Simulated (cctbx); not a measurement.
**CeV2Cu2 with cctbx, script by script**

Library: cctbx 2025.11. The data are simulated by the first script.

## 1. Simulate the data

run.py:

```python
from cctbx import adptbx, crystal, miller, sgtbx, xray
from cctbx.array_family import flex
from iotbx.shelx import hklf
from scitbx import matrix
import scitbx.random

cs = crystal.symmetry(unit_cell=(4.203, 4.203, 9.539, 90, 90, 90), space_group_symbol='Hall: P 4ab 2ab -1ab')  # P4/nmm
atoms = [  # label, site, U (iso, or U11 U22 U33 U12 U13 U23 in A^2), occupancy
    ("Ce1", (0, 0.5, 0.241), (0.0143, 0.0143, 0.0171, 0.0000, 0.0000, 0.0000), 1),
    ("Cu1", (0, 0.5, 0.626), (0.0347, 0.0347, 0.0226, 0.0000, -0.0000, -0.0000), 1),
    ("Cu2", (0.5, 0.5, 0), (0.0318, 0.0318, 0.0312, 0.0000, 0.0000, 0.0000), 1),
    ("V1", (0.5, 0.5, 0.5), (0.0242, 0.0242, 0.0216, 0.0000, 0.0000, 0.0000), 1),
    ("V2", (0, 0.5, 0.8741), (0.0289, 0.0289, 0.0295, 0.0000, 0.0000, 0.0000), 1),
]
xs = xray.structure(crystal_symmetry=cs)
for label, site, u, occ in atoms:
    u = adptbx.u_cif_as_u_star(cs.unit_cell(), u) if isinstance(u, tuple) else u
    xs.add_scatterer(xray.scatterer(label, site=site, u=u, occupancy=occ))
xs.set_inelastic_form_factors(0.6889, "sasaki")
xs.show_summary()
p1 = xs.expand_to_p1()
ms = miller.build_set(p1, anomalous_flag=True, d_min=0.8)
flex.set_random_seed(320283)
scitbx.random.set_random_seed(320283)
ms = ms.select(flex.random_double(ms.size()) < 0.95)
i = ms.structure_factors_from_scatterers(p1, algorithm="direct").f_calc().as_intensity_array().data()
i = i * 70000 / flex.max(i)
sig = flex.sqrt(i + flex.pow2(0.02 * i) + 8 ** 2)
noise = scitbx.random.variate(scitbx.random.normal_distribution())(i.size())
data = ms.array(data=i + sig * noise, sigmas=sig).set_observation_type_xray_intensity()
with open("data.hkl", "w") as f:
    data.export_as_shelx_hklf(f)
print("reflections written:", data.size(), " <I/sigma> = %.1f" % flex.mean(data.data() / data.sigmas()))
for h, a, b in list(data.sort("data"))[:12]:
    print("%4d%4d%4d %9.1f %7.1f" % (h + (a, b)))
```

```console
$ python run.py
```

```text
Number of scatterers: 5
At special positions: 5
Unit cell: (4.203, 4.203, 9.539, 90, 90, 90)
Space group: P 4/n m m :1 (No. 129)
reflections written: 1318  <I/sigma> = 22.3
   0   2   0   71266.6  1424.8
  -2   0   0   71017.0  1424.8
   2   0   0   69237.8  1424.8
   2  -2   0   40819.2   838.1
   1   1   2   40690.8   826.6
  -1   1  -2   40675.8   826.6
   2   2   0   40618.5   838.1
   1  -1  -2   40500.5   826.6
  -1  -1  -2   40324.8   826.6
  -2   2   0   40045.1   838.1
  -1  -1   2   39779.6   826.6
  -1   1   2   39281.9   826.6
```

Run time: 0.28 s on 1 thread of Arm Neoverse V2 (shared host), peak memory 0.07 GiB.

## 2. Symmetry

run.py:

```python
from cctbx import crystal, sgtbx, statistics
from cctbx.array_family import flex
from iotbx.shelx import hklf

p1 = crystal.symmetry(unit_cell=(4.203, 4.203, 9.539, 90, 90, 90), space_group_symbol="P 1")
raw = hklf.reader(file_name="data.hkl").as_miller_arrays(crystal_symmetry=p1, anomalous=True)[0]
print(raw.size(), "reflections to d = %.3f A" % raw.d_min())
isig = raw.data() / raw.sigmas()
print("centring   violations  <I/sigma> of those")
best = "P"
for c in "ABCIRF":
    a = raw.customized_copy(space_group_info=sgtbx.space_group_info("Hall: %s 1" % c)).sys_absent_flags().data()
    m = flex.mean(isig.select(a))
    print("%5s %10d of %5d %8.1f" % (c, (isig.select(a) > 4).count(True), a.count(True), m))
    if (isig.select(a) > 4).count(True) < 0.01 * a.count(True):
        best = c
raw = raw.select(~raw.customized_copy(space_group_info=sgtbx.space_group_info("Hall: %s 1" % best)).sys_absent_flags().data())
isig = raw.data() / raw.sigmas()
rows = []
for s in sgtbx.space_group_symbol_iterator():
    g = sgtbx.space_group(s)
    if g.conventional_centring_type_symbol() != best or not g.is_compatible_unit_cell(p1.unit_cell(), 1e-3, 0.02):
        continue
    rows.append((s, g))
print("Laue class    unique    Rint  (classes that these axes allow; Friedel mates merged)")
rint = {}
for s, g in rows:
    laue = g.build_derived_patterson_group()
    key = laue.type().hall_symbol()
    if key not in rint:
        m = raw.customized_copy(space_group_info=laue.info(), anomalous_flag=False).merge_equivalents()
        rint[key] = m.r_int()
        print("%-14s %6d %7.3f" % (laue.type().lookup_symbol(), m.array().size(), m.r_int()))
floor = min(rint.values())
good = [(s, g) for s, g in rows if rint[g.build_derived_patterson_group().type().hall_symbol()] < 2 * floor + 0.03]
top = max(g.build_derived_patterson_group().order_z() for s, g in good)
print("space group    extra absences  I>4sigma  <I/sigma>")
for s, g in good:
    laue = g.build_derived_patterson_group()
    if laue.order_z() != top:
        continue
    a = raw.customized_copy(space_group_info=g.info()).sys_absent_flags().data()
    a &= ~raw.customized_copy(space_group_info=laue.info()).sys_absent_flags().data()
    bad = (isig.select(a) > 4).count(True)
    if bad <= 0.03 * a.count(True):
        print("%-16s %8d %10d %9s  %s" % (s.universal_hermann_mauguin(), a.count(True), bad, "%.1f" % flex.mean(isig.select(a)) if a.count(True) else "-", "centric" if g.is_centric() else "acentric"))
laue = max(good, key=lambda t: t[1].build_derived_patterson_group().order_z())[1].build_derived_patterson_group()
f = raw.customized_copy(space_group_info=laue.info(), anomalous_flag=False).merge_equivalents().array().eliminate_sys_absent().f_sq_as_f()
f.set_observation_type_xray_amplitude()
bins = max(3, min(8, f.size() // 12))
f.setup_binner(n_bins=bins)
w = statistics.wilson_plot(f, {e: n / laue.order_z() for e, n in {'Ce': 2.0, 'Cu': 4.0, 'V': 4.0}.items()}, e_statistics=True)
print("Wilson B = %.2f A^2   <|E^2-1|> = %.3f (0.968 centric, 0.736 acentric)   E^2>4: %.1f %%" % (w.wilson_b, w.mean_e_sq_minus_1, w.percent_e_sq_gt_2))
print("shell (A)         n   <I/sigma>")
m = raw.customized_copy(space_group_info=laue.info(), anomalous_flag=False).merge_equivalents().array().eliminate_sys_absent()
for b in m.setup_binner(n_bins=bins).range_used():
    sel = m.binner().selection(b)
    print("%5.2f - %4.2f %6d %8.1f" % (min(m.binner().bin_d_range(b)[0] if m.binner().bin_d_range(b)[0] > 0 else 99, 99), m.binner().bin_d_range(b)[1], sel.count(True), flex.mean((m.data() / m.sigmas()).select(sel))))
```

```console
$ python run.py
```

```text
1318 reflections to d = 0.801 A
centring   violations  <I/sigma> of those
    A        555 of   652     23.4
    B        555 of   650     23.4
    C        596 of   648     22.7
    I        514 of   657     12.1
    R        769 of   874     22.4
    F        853 of   975     23.2
Laue class    unique    Rint  (classes that these axes allow; Friedel mates merged)
P -1              689   0.015
P 1 2/m 1         397   0.017
P 1 1 2/m         372   0.017
P 2/m 1 1         397   0.017
P m m m           238   0.018
P 4/m             192   0.018
P 4/m m m         140   0.019
space group    extra absences  I>4sigma  <I/sigma>
P 4 2 2                 0          0         -  acentric
P 4 21 2               12          0       0.3  acentric
P 4 m m                 0          0         -  acentric
P -4 2 m                0          0         -  acentric
P -4 21 m              12          0       0.3  acentric
P -4 m 2                0          0         -  acentric
P 4/m m m               0          0         -  centric
P 4/n m m :1           42          0      -0.0  centric
P 4/n m m :2           42          0      -0.0  centric
Wilson B = 1.65 A^2   <|E^2-1|> = 0.956 (0.968 centric, 0.736 acentric)   E^2>4: 1.5 %
shell (A)         n   <I/sigma>
 9.54 - 1.60     25     61.5
 1.60 - 1.27     20     68.0
 1.27 - 1.11     15     58.4
 1.11 - 1.01     16     68.8
 1.01 - 0.94     19     62.7
 0.94 - 0.88     13     67.9
 0.88 - 0.84     14     51.0
 0.84 - 0.80     18     59.7
```

Time: 0.36 s.

## 3. Patterson map

run.py:

```python
from cctbx import crystal, maptbx
from iotbx.shelx import hklf

cs = crystal.symmetry(unit_cell=(4.203, 4.203, 9.539, 90, 90, 90), space_group_symbol='Hall: P 4ab 2ab -1ab')  # P4/nmm
raw = hklf.reader(file_name="data.hkl").as_miller_arrays(crystal_symmetry=cs, anomalous=True)[0]
merged = raw.eliminate_sys_absent().merge_equivalents()
fo2 = merged.array().set_observation_type_xray_intensity()
f = fo2.average_bijvoet_mates().f_sq_as_f()
pm = f.patterson_map(symmetry_flags=maptbx.use_space_group_symmetry, sharpening=False, resolution_factor=0.25)
peaks = pm.peak_search(parameters=maptbx.peak_search_parameters(min_distance_sym_equiv=0.4, max_clusters=14)).all()
top = peaks.heights()[0]
print("Patterson group", f.patterson_symmetry().space_group_info())
print("      u       v       w   height  length (A)")
for x, h in zip(peaks.sites(), peaks.heights()):
    y = [t - round(t) for t in x]
    print("%7.3f %7.3f %7.3f %8.1f %8.2f" % (x + (1000 * h / top, cs.unit_cell().length(y))))
```

```console
$ python run.py
```

```text
Patterson group P 4/m m m
      u       v       w   height  length (A)
  0.000   0.000   0.000   1000.0     0.00
  0.500   0.500   0.500    899.8     5.62
  0.000   0.500   0.249    434.4     3.17
  0.000   0.000   0.377    418.8     3.60
  0.500   0.500   0.126    417.8     3.21
  0.500   0.500   0.000    159.9     2.97
  0.000   0.000   0.500    150.2     4.77
  0.000   0.500   0.374    137.8     4.14
  0.000   0.500   0.127    128.9     2.42
  0.500   0.500   0.246     52.4     3.79
  0.000   0.000   0.257     46.0     2.45
  0.000   0.211   0.074     -3.4     1.13
  0.000   0.275   0.321     -5.5     3.27
  0.290   0.500   0.427     -6.6     4.74
```

Time: 0.25 s.

## 4. Charge flipping

run.py:

```python
import itertools
from cctbx import crystal, maptbx
from cctbx.array_family import flex
from iotbx.shelx import hklf
from smtbx.ab_initio import charge_flipping as cf

cs = crystal.symmetry(unit_cell=(4.203, 4.203, 9.539, 90, 90, 90), space_group_symbol='Hall: P 4ab 2ab -1ab')  # P4/nmm
raw = hklf.reader(file_name="data.hkl").as_miller_arrays(crystal_symmetry=cs, anomalous=True)[0]
merged = raw.eliminate_sys_absent().merge_equivalents()
fo2 = merged.array().set_observation_type_xray_intensity()
f = fo2.average_bijvoet_mates().f_sq_as_f().resolution_filter(d_min=0.8)
p1 = f.expand_to_p1()
p1.setup_binner_counting_sorted(reflections_per_bin=max(40, p1.size() // 12))
work = p1.array(data=p1.data() / p1.amplitude_quasi_normalisations().data())
flex.set_random_seed(46278)
it = cf.weak_reflection_improved_iterator(delta=None, weak_reflection_fraction=0.2)
it.start(work, phases=flex.random_double(p1.size()) * 6.2832, f_000=0)
it.delta = 0.9 * it.rho_map.sigma()
print("cycle      R  skewness")
for n, st in enumerate(itertools.islice(it, 100)):
    if n % 8 == 0:
        print("%5d %6.3f %8.2f" % (n, st.r1_factor(), st.rho_map.skewness()))
rho = p1.phase_transfer(it.f_calc).fft_map().apply_volume_scaling()
polish = cf.low_density_elimination_iterator(constant_rho_c=rho.sigma())
polish.start(f_obs=p1, phases=it.f_calc, f_000=0)
for _ in range(8):
    next(polish)
print("origin shift          correlation  skewness")
maps = []
for fc, shift, cc in itertools.islice(cf.f_calc_symmetrisations(f, polish.f_calc, 0), 4):
    m = f.phase_transfer(fc).fft_map(symmetry_flags=maptbx.use_space_group_symmetry, resolution_factor=0.25).apply_sigma_scaling()
    maps.append((m.skewness(), cc, m))
    print("%6.3f %6.3f %6.3f %10.3f %9.2f" % (tuple(shift) + (cc, m.skewness())))
skew, cc, m = max((t for t in maps if t[1] > maps[0][1] - 0.04), key=lambda t: t[0])
print("taken: symmetry correlation %.3f, skewness %.2f" % (cc, skew))
peaks = m.peak_search(parameters=maptbx.peak_search_parameters(min_distance_sym_equiv=0.9, max_clusters=10)).all()
sps = cs.special_position_settings(min_distance_sym_equiv=0.5)
print("peak      x       y       z  mult  height/sigma")
for k, (x, h) in enumerate(zip(peaks.sites(), peaks.heights())):
    ss = sps.site_symmetry(x)
    print("Q%-3d %7.4f %7.4f %7.4f %4d %8.1f" % ((k + 1,) + tuple(t % 1 for t in ss.exact_site()) + (ss.multiplicity(), h)))
```

```console
$ python run.py
```

```text
cycle      R  skewness
    0  0.538     0.35
    8  0.368     1.32
   16  0.386     1.59
   24  0.401     1.87
   32  0.417     2.44
   40  0.390     4.09
   48  0.403     4.00
   56  0.411     4.04
   64  0.396     3.88
   72  0.394     4.03
   80  0.391     3.79
   88  0.415     3.80
   96  0.378     4.05
origin shift          correlation  skewness
 0.064  0.430  0.013      0.929      5.36
-0.004  0.948  0.440      0.916      6.24
 0.013  0.976  0.216      0.918      4.26
 0.061  0.435  0.199      0.916      6.31
taken: symmetry correlation 0.916, skewness 6.31
peak      x       y       z  mult  height/sigma
Q1    0.0000  0.5000  0.2534    2     17.6
Q2    0.0000  0.0000  0.5000    2      8.7
Q3    0.0000  0.0000  0.0000    2      6.4
Q4    0.0000  0.5000  0.8724    2      6.2
Q5    0.0000  0.5000  0.6258    2      4.9
Q6    0.0000  0.5000  0.9877    2      1.8
Q7    0.0000  0.0000  0.3750    4      1.6
Q8    0.0000  0.0000  0.1474    4      1.0
Q9    0.2056  0.2944  0.5937    8      1.0
Q10   0.0000  0.2748  0.6852    8      0.8
```

Time: 0.37 s.

## 5. Refinement (model from the peaks)

run.py:

```python
import math
from cctbx import adptbx, crystal, maptbx, sgtbx, xray
from cctbx.array_family import flex
from cctbx.xray import observations
from iotbx.shelx import hklf
from scitbx.lstbx import normal_eqns_solving
from smtbx import absolute_structure, utils
from smtbx.refinement import constraints, least_squares

cs = crystal.symmetry(unit_cell=(4.203, 4.203, 9.539, 90, 90, 90), space_group_symbol='Hall: P 4ab 2ab -1ab')  # P4/nmm
atoms = [  # label, site, U (iso, or U11 U22 U33 U12 U13 U23 in A^2), occupancy
    ("Ce1", (0, 0.5, 0.2534), 0.0200, 1),
    ("Cu1", (0, 0, 0.5), 0.0200, 1),
    ("Cu2", (0, 0, 0), 0.0200, 1),
    ("V1", (0, 0.5, 0.8724), 0.0200, 1),
    ("V2", (0, 0.5, 0.6258), 0.0200, 1),
]
xs = xray.structure(crystal_symmetry=cs)
for label, site, u, occ in atoms:
    u = adptbx.u_cif_as_u_star(cs.unit_cell(), u) if isinstance(u, tuple) else u
    xs.add_scatterer(xray.scatterer(label, site=site, u=u, occupancy=occ))
xs.set_inelastic_form_factors(0.6889, "sasaki")
raw = hklf.reader(file_name="data.hkl").as_miller_arrays(crystal_symmetry=cs, anomalous=True)[0]
merged = raw.eliminate_sys_absent().merge_equivalents()
fo2 = merged.array().set_observation_type_xray_intensity()
print("Rint %.3f, %d unique reflections to %.2f A" % (merged.r_int(), fo2.size(), fo2.d_min()))
for sc in xs.scatterers():
    sc.flags.set_grad_site(True)
    sc.flags.set_grad_u_aniso(sc.flags.use_u_aniso())
    sc.flags.set_grad_u_iso(sc.flags.use_u_iso())
obs = fo2.as_xray_observations()
extra = {}
rep = constraints.reparametrisation(xs, [], utils.connectivity_table(xs), **extra)
ls = least_squares.crystallographic_ls(obs, rep, weighting_scheme=least_squares.mainstream_shelx_weighting(a=0, b=0))
print("cycle     R1     wR2    GooF  max shift (A)")
for cycle in range(6):
    ls.build_up()
    r1, wr2, goof = ls.r1_factor(cutoff_factor=2)[0], ls.wR2(), ls.goof()
    old = xs.sites_cart()
    normal_eqns_solving.levenberg_marquardt_iterations(ls, n_max_iterations=3, tau=0.0001, step_threshold=1e-7)
    big = flex.max((xs.sites_cart() - old).norms())
    print("%4d %7.4f %7.4f %7.3f %9.5f" % (cycle + 1, r1, wr2, goof, big))
    ls.build_up(objective_only=True)
    if abs(ls.wR2() - wr2) < 5e-5 and big < 5e-4:
        break
ls.build_up()
print("final R1 %.4f wR2 %.4f GooF %.3f  parameters %d  data/parameter %.1f" % (ls.r1_factor(cutoff_factor=2)[0], ls.wR2(), ls.goof(), ls.n_parameters, fo2.size() / ls.n_parameters))
cov = ls.covariance_matrix_and_annotations()
su = dict(zip(cov.annotations, (math.sqrt(max(v, 0)) for v in cov.matrix.matrix_packed_u_diagonal())))
a2 = cs.unit_cell().reciprocal_parameters()[0] ** -2
print("atom        x        y        z      Ueq    occ   su(xyz)  su(Uiso or U11)")
for sc in xs.scatterers():
    s = max(su.get(sc.label + k, 0) for k in (".x", ".y", ".z"))
    npd = "" if sc.is_positive_definite_u(cs.unit_cell()) else "  NPD"
    print("%-5s %8.5f %8.5f %8.5f %8.4f %6.3f %8.5f %7.4f%s" % ((sc.label,) + sc.site + (sc.u_iso_or_equiv(cs.unit_cell()), sc.occupancy, s, su.get(sc.label + ".uiso", su.get(sc.label + ".u11", 0) * a2), npd)))
fo = fo2.f_sq_as_f()
fc = fo.structure_factors_from_scatterers(xs, algorithm="direct").f_calc()
diff = fo.f_obs_minus_f_calc(1 / math.sqrt(ls.scale_factor()), fc).average_bijvoet_mates()
m = diff.fft_map(symmetry_flags=maptbx.use_space_group_symmetry, resolution_factor=0.25).apply_volume_scaling()
print("difference map: max %.2f min %.2f rms %.2f" % (m.statistics().max(), m.statistics().min(), m.statistics().sigma()))
peaks = m.peak_search(parameters=maptbx.peak_search_parameters(min_distance_sym_equiv=0.6, max_clusters=5)).all()
near = xs.closest_distances(peaks.sites(), distance_cutoff=4)
sps = cs.special_position_settings(min_distance_sym_equiv=0.5)
for k, (x, h) in enumerate(zip(peaks.sites(), peaks.heights())):
    ss = sps.site_symmetry(x)
    print("Q%-3d %7.4f %7.4f %7.4f %4d %7.2f  %.2f A from %s" % ((k + 1,) + tuple(t % 1 for t in ss.exact_site()) + (ss.multiplicity(), h, near.smallest_distances[k], xs.scatterers()[near.i_seqs[k]].label)))
```

```console
$ python run.py
```

```text
Rint 0.019, 133 unique reflections to 0.80 A
cycle     R1     wR2    GooF  max shift (A)
   1  0.2398  0.4717  38.359   0.07136
   2  0.1347  0.3121  25.384   0.01927
   3  0.0830  0.1957  15.914   0.00001
final R1 0.0830 wR2 0.1957 GooF 15.914  parameters 8  data/parameter 16.6
atom        x        y        z      Ueq    occ   su(xyz)  su(Uiso or U11)
Ce1    0.00000  0.50000  0.25886   0.0141  1.000  0.00022  0.0011
Cu1    0.00000  0.00000  0.50000   0.0296  1.000  0.00000  0.0018
Cu2    0.00000  0.00000  0.00000   0.0394  1.000  0.00000  0.0022
V1     0.00000  0.50000  0.87403   0.0113  1.000  0.00065  0.0016
V2     0.00000  0.50000  0.62543   0.0285  1.000  0.00090  0.0022
difference map: max 5.88 min -2.76 rms 0.83
Q1    0.0000  0.5000  0.8760    2    5.93  0.02 A from V1
Q2    0.0000  0.5000  0.2905    2    4.54  0.30 A from Ce1
Q3    0.0000  0.5000  0.6335    2    2.95  0.08 A from V2
Q4    0.0000  0.5000  0.4029    2    1.56  1.37 A from Ce1
Q5    0.0000  0.1100  0.8963    8    1.55  1.09 A from Cu2
```

Time: 0.49 s.

Figures of merit this high mean that the model is still wrong or incomplete.

## 6. Refinement (anisotropic displacement)

run.py, as its changes from the last script of this kind:

```diff
@@ -12,5 +12,5 @@
-    ("Ce1", (0, 0.5, 0.2534), 0.0200, 1),
-    ("Cu1", (0, 0, 0.5), 0.0200, 1),
-    ("Cu2", (0, 0, 0), 0.0200, 1),
-    ("V1", (0, 0.5, 0.8724), 0.0200, 1),
-    ("V2", (0, 0.5, 0.6258), 0.0200, 1),
+    ("Ce1", (0, 0.5, 0.25886), 0.0141, 1),
+    ("Cu1", (0, 0, 0.5), 0.0296, 1),
+    ("Cu2", (0, 0, 0), 0.0394, 1),
+    ("V1", (0, 0.5, 0.87403), 0.0113, 1),
+    ("V2", (0, 0.5, 0.62543), 0.0285, 1),
@@ -22,0 +23 @@
+xs.convert_to_anisotropic()
@@ -36 +37 @@
-for cycle in range(6):
+for cycle in range(8):
@@ -40 +41 @@
-    normal_eqns_solving.levenberg_marquardt_iterations(ls, n_max_iterations=3, tau=0.0001, step_threshold=1e-7)
+    normal_eqns_solving.levenberg_marquardt_iterations(ls, n_max_iterations=3, tau=1e-06, step_threshold=1e-7)
@@ -61 +62 @@
-peaks = m.peak_search(parameters=maptbx.peak_search_parameters(min_distance_sym_equiv=0.6, max_clusters=5)).all()
+peaks = m.peak_search(parameters=maptbx.peak_search_parameters(min_distance_sym_equiv=0.6, max_clusters=6)).all()
```

```console
$ python run.py
```

```text
Rint 0.019, 133 unique reflections to 0.80 A
cycle     R1     wR2    GooF  max shift (A)
   1  0.0831  0.1957  16.242   0.00270
   2  0.0755  0.1813  15.049   0.00002
final R1 0.0755 wR2 0.1813 GooF 15.049  parameters 13  data/parameter 10.2
atom        x        y        z      Ueq    occ   su(xyz)  su(Uiso or U11)
Ce1    0.00000  0.50000  0.25900   0.0141  1.000  0.00022  0.0011
Cu1    0.00000  0.00000  0.50000   0.0300  1.000  0.00000  0.0025
Cu2    0.00000  0.00000  0.00000   0.0396  1.000  0.00000  0.0030
V1     0.00000  0.50000  0.87389   0.0123  1.000  0.00061  0.0023
V2     0.00000  0.50000  0.62571   0.0276  1.000  0.00089  0.0030
difference map: max 5.63 min -3.19 rms 0.79
Q1    0.0000  0.5000  0.8910    2    5.66  0.16 A from V1
Q2    0.0000  0.5000  0.2698    2    3.00  0.10 A from Ce1
Q3    0.0000  0.5000  0.6274    2    2.27  0.02 A from V2
Q4    0.0000  0.5000  0.3821    2    1.64  1.17 A from Ce1
Q5    0.0000  0.1096  0.8962    8    1.46  1.09 A from Cu2
Q6    0.0794  0.4206  0.5367    8    1.41  0.97 A from V2
```

Run time: 0.42 s on 1 thread of Arm Neoverse V2 (shared host), peak memory 0.09 GiB.

Figures of merit this high mean that the model is still wrong or incomplete.

[Logs are printed without paths, hosts, clocks, repeated set-up lines and the standing remarks that a program may print on its own settings, such as how far it seeks lower states.]
